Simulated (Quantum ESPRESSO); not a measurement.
# Ta (Im-3m): coupling and resistivity with EPW, part 5 of 5

Wanted: λ, Tc and ρ(T) of Ta (Im-3m) from Quantum ESPRESSO and EPW.

Quantum ESPRESSO 7.5; DFT PBEsol, scalar-relativistic, plane waves, PseudoDojo 0.4.1 norm-conserving pseudopotentials.

So far, coupling constant λ: step 8 (coupling and Tc: fine k 20×20×20, q 10×10×10, width 0.15 eV, window 0.61 eV) 1.12; step 12 (coupling and Tc: fine k 32×32×32, q 16×16×16, width 0.1 eV, window 0.41 eV) 1.10. Also resistivity at 300 K (μΩ cm): step 9 (resistivity: fine k 24×24×24, q 12×12×12, adaptive width …) 14.6; step 11 (fine q mesh 16×16×16, fine mesh 32×32×32) 13.4.

**13. Coupling and Tc: fine k 32×32×32, q 16×16×16, width 0.05 eV, window 0.3 eV**

The sum is repeated with other delta width and window to test it.

Input file a2f-3.in:

```
--
 &inputepw
    prefix='x',
    outdir='./tmp',
    dvscf_dir='./save',
    elph=.true.,
    etf_mem=1,
    nbndsub=9,
    bands_skipped='exclude_bands = 1-4',
    use_ws=.true.,
    vme='wannier',
    asr_typ='crystal',
    nk1=8,
    nk2=8,
    nk3=8,
    nq1=4,
    nq2=4,
    nq3=4,
    amass(1)=180.9479,
    epwwrite=.false.,
    epwread=.true.,
    wannierize=.false.,
    nkf1=32,
    nkf2=32,
    nkf3=32,
    nqf1=16,
    nqf2=16,
    nqf3=16,
    mp_mesh_k=.true.,
    ephwrite=.true.,
    eliashberg=.true.,
    liso=.true.,
    limag=.true.,
    tc_linear=.true.,
    tc_linear_solver='lapack',
    fsthick=0.3,
    degaussw=0.05,
    degaussq=0.5,
    nqstep=500,
    muc=0.13,
    wscut=0.3,
    nsiter=500,
    nstemp=7,
    temps=0.5 1.0 2.0 4.0 8.0 16.0 32.0,
 /
```

The run is started by

```bash
OMP_NUM_THREADS=1 mpirun -n 8 epw.x -nk 8 -in a2f-3.in > a2f-3.out
```

Output:

```text
[the first part of the log is left out]
            Electron smearing (eV) =    0.500000000000000D-01
                 Fermi window (eV) =    0.300000000000000D+00
     Finish writing .ephmat files
     ===================================================================
     Memory usage:  VmHWM =        48Mb
                   VmPeak =       524Mb
     ===================================================================
     Finish writing dos file x.dos
     Finish writing phdos files x.phdos and x.phdos_proj
     ===================================================================
     Solve isotropic Eliashberg equations
     ===================================================================
     Finish reading freq file
                  Fermi level (eV) =     1.8744741207E+01
     DOS(states/spin/eV/Unit Cell) =     6.4784006161E-01
            Electron smearing (eV) =     5.0000000000E-02
                 Fermi window (eV) =     3.0000000000E-01
     Nr irreducible k-points within the Fermi shell =       311 out of       897
           2 bands within the Fermi window
     Finish reading egnv file
     Max nr of q-points =      1604
     Finish reading ikmap files
     Start reading .ephmat files
     Finish reading .ephmat files
     a2f file is not found to estimate initial gap: calculating a2f files
     Finish reading a2f file
     Electron-phonon coupling strength =    1.0729208
     Estimated Tc using McMillan expression =   8.8594 K for muc =   0.1300
     Estimated Tc using Allen-Dynes modified McMillan expression =   9.4081 K
     Estimated Tc using SISSO machine learning model =   8.9280 K
     Estimated w_log =  11.3543 meV
     Estimated BCS superconducting gap using McMillan Tc =   1.3437 meV
     WARNING WARNING WARNING
     The code may crash since tempsmax =   32.000 K is larger than McMillan Tc =     8.859 K
     Start: Solving (isotropic) linearized Eliashberg equation with solver = lapack
     For the first Temp.    0.50  K
       Total number of frequency points nsiw(     1) =   1108
       Cutoff frequency wscut =     0.3001
     Superconducting transition temp. Tc is the one which has Max. eigenvalue close to 1
      -----------------------------------------------------------------
             Temp.       Max.         nsiw     wscut    Nr. of iters
             (K)       eigenvalue    (itemp)   (eV)      to Converge
      -----------------------------------------------------------------
             0.50      3.7712037     1108      0.3001        1
             1.00      3.1346461      554      0.3002        1
             2.00      2.5042162      277      0.3005        1
             4.00      1.8832057      139      0.3021        1
             8.00      1.2771587       69      0.3010        1
            16.00      0.7071488       35      0.3075        1
            32.00      0.2555967       17      0.3032        1
      -----------------------------------------------------------------
     Finish: Solving (isotropic) linearized Eliashberg equation
```

Elapsed: 23 min, on 8 MPI ranks of Arm Neoverse N1, shared host.

This step gave:

- coupling constant λ: 1.073
- log mean phonon energy ħω_log: 11.35 meV
- density of states at the Fermi level: 0.6478 states/eV a spin and cell
- Fermi level on the fine mesh: 18.74 eV

The a2F by phonon energy; read off at these points:

| phonon energy (meV) | a2F |
| --- | --- |
| 0.50 | 0.00104 |
| 1.00 | 0.00455 |
| 1.50 | 0.00560 |
| 2.00 | 0.00850 |
| 2.50 | 0.0164 |
| 3.00 | 0.0276 |
| 3.50 | 0.0308 |
| 4.00 | 0.0489 |
| 4.50 | 0.0457 |
| 5.00 | 0.0626 |
| 5.50 | 0.0788 |
| 6.00 | 0.104 |
| 6.50 | 0.119 |
| 7.00 | 0.145 |
| 7.50 | 0.207 |
| 8.00 | 0.219 |
| 8.50 | 0.210 |
| 9.00 | 0.231 |
| 9.50 | 0.291 |
| 10.00 | 0.350 |
| 10.50 | 0.533 |
| 11.00 | 0.800 |
| 11.19 | 0.859 |
| 11.50 | 0.804 |
| 12.00 | 0.550 |
| 12.50 | 0.412 |
| 13.00 | 0.361 |
| 13.50 | 0.468 |
| 13.75 | 0.495 |
| 14.00 | 0.465 |
| 14.50 | 0.380 |
| 15.00 | 0.446 |
| 15.50 | 0.519 |
| 16.00 | 0.478 |
| 16.50 | 0.669 |
| 17.00 | 1.13 |
| 17.40 | 1.33 |
| 17.50 | 1.32 |
| 18.00 | 0.960 |
| 18.50 | 0.384 |
| 19.00 | 0.156 |
| 19.50 | 0.105 |
| 20.00 | 0.0859 |
| 20.50 | 0.0406 |
| 21.00 | 0.00717 |
| 21.50 | 3.3e-4 |
| 22.00 | 0 |

λ = 1.07 and ħω_log = 11.4 meV, against 1.10 and 11.3 with fine k 32×32×32, q 16×16×16, width 0.1 eV (-2 % in λ). The eigenvalue passes 1 near 11 K.

**14. Summary of results**

```
Wannier functions, band error                                                  : 9 functions; 9 meV r.m.s.
coupling constant λ, fine k 32×32×32, q 16×16×16, width 0.1 eV, window 0.41 eV : 1.10
ħω_log                                                                         : 11.3 meV
Tc at μ* = 0.13, Allen–Dynes                                                   : 9.7 K
resistivity at 300 K, 24×24×24                                                 : 14.6 μΩ cm
resistivity at 300 K, 32×32×32                                                 : 13.4 μΩ cm
```

What this shows: Step 12: Distinct peaks of the a2F stand at 11.19 and 17.58 meV; the one at 17.6 meV is strongest. Step 13: Twice the integral of α²F/ω over this curve gives λ = 1.1, half of it from below 12.1 meV. Step 13: The most distinct maxima of the a2F lie at 11.19 and 17.40 meV, the highest at 17.4 meV. On the finest meshes run, Ta (Im-3m) has λ = 1.1 and a phonon-limited resistivity of 13.4 μΩ cm at 300 K. The last refinement of the mesh moved the resistivity by 8 %, so it is not converged, and no rank of the meshes against a measured value means much. On the finest mesh the adaptive width still reaches 0.47 eV against a window of 0.32 eV; the window, which cuts off final states, was not widened. N(E_F) runs from 0.63 to 0.65 states/eV a spin over these sums; λ is quoted for fine k 32×32×32, q 16×16×16, width 0.1 eV. The Eliashberg Tc is interpolated in log T between temperatures a factor of two apart, and its μ* acts up to a cut-off of 0.3 eV, so it weighs less than the same number in Allen and Dynes's formula. Over the sums on sound settings, λ spans 1.07 to 1.12, and the Allen–Dynes Tc 9.4 to 10 K. Between 150 and 500 K the resistivity rises by a factor of 3.87, against 3.33 for a straight line through the origin. The rows at 150 and 200 K moved by more than 10 % in the last refinement. The Sommerfeld coefficient follows from γ = (π²/3) k_B² N(E_F)(1 + λ), with twice the density of states a spin that EPW reads on the fine mesh at this width. Spin–orbit coupling is left out, though Ta is heavy. The q mesh of ph.x (4×4×4), the k mesh and smearing of the ground state (12×12×12) and EPW's coarse k mesh (8×8×8) were not varied. Only scattering by harmonic phonons counts; impurities, grain boundaries and thermal expansion are left out, and μ* is typed.

Comparison with the measured values:

| quantity | measured | 24×24×24 | 32×32×32 | k 20×20×20, 0.15 eV | k 32×32×32, 0.1 eV | k 32×32×32, 0.05 eV | Allen–Dynes | Eliashberg |
| --- | --- | --- | --- | --- | --- | --- | --- | --- |
| resistivity at 300 K (computed: phonon part alone) (μΩ cm) | 13.5 | 14.57 (+7.9 %) | 13.40 (-0.8 %) | - | - | - | - | - |
| resistivity at 500 K (computed: phonon part alone) (μΩ cm) | 22.9 | 23.34 (+1.9 %) | 23.21 (+1.3 %) | - | - | - | - | - |
| Sommerfeld coefficient γ (per mole of Ta) (mJ/(mol K²)) | 5.7 | - | - | 6.29 (+10.3 %) | 6.23 (+9.3 %) | 6.33 (+11.1 %) | - | - |
| superconducting transition temperature (μ* = 0.13) (kelvin) | 4.5 | - | - | - | - | - | 9.73 (+116.3 %) | 11.56 (+157.0 %) |

Measured values from CRC Press, section 12, read from Wikipedia's data page (2003), NBS Monograph 21, table 3 (1960) and arxiv:1309.5331 (2013).

How well it matches: For the resistivity at 300 K, of the levels listed nearest comes 32×32×32 (-0.8 %, good agreement) and farthest 24×24×24 (+7.9 %, good agreement). For the resistivity at 500 K, of the levels listed nearest comes 32×32×32 (+1.3 %, good agreement) and farthest 24×24×24 (+1.9 %, good agreement). For the Sommerfeld coefficient γ, of the levels listed nearest comes k 32×32×32, 0.1 eV (+9.3 %, fair agreement) and farthest k 32×32×32, 0.05 eV (+11.1 %, fair agreement). For the superconducting transition temperature, of the levels listed nearest comes Allen–Dynes (+116.3 %, a clear miss) and farthest Eliashberg (+157.0 %, a clear miss). Limits of convergence are named above.

[The logs of pw.x and epw.x are selected lines.]

[Logs are printed without paths, hosts, clocks, repeated set-up lines and the standing remarks that a program may print on its own settings, such as how far it seeks lower states.]

[Hosts, paths, dates, database ids (printed as entryN), source tags and the programs' standing remarks are cut or masked in the printed files.]
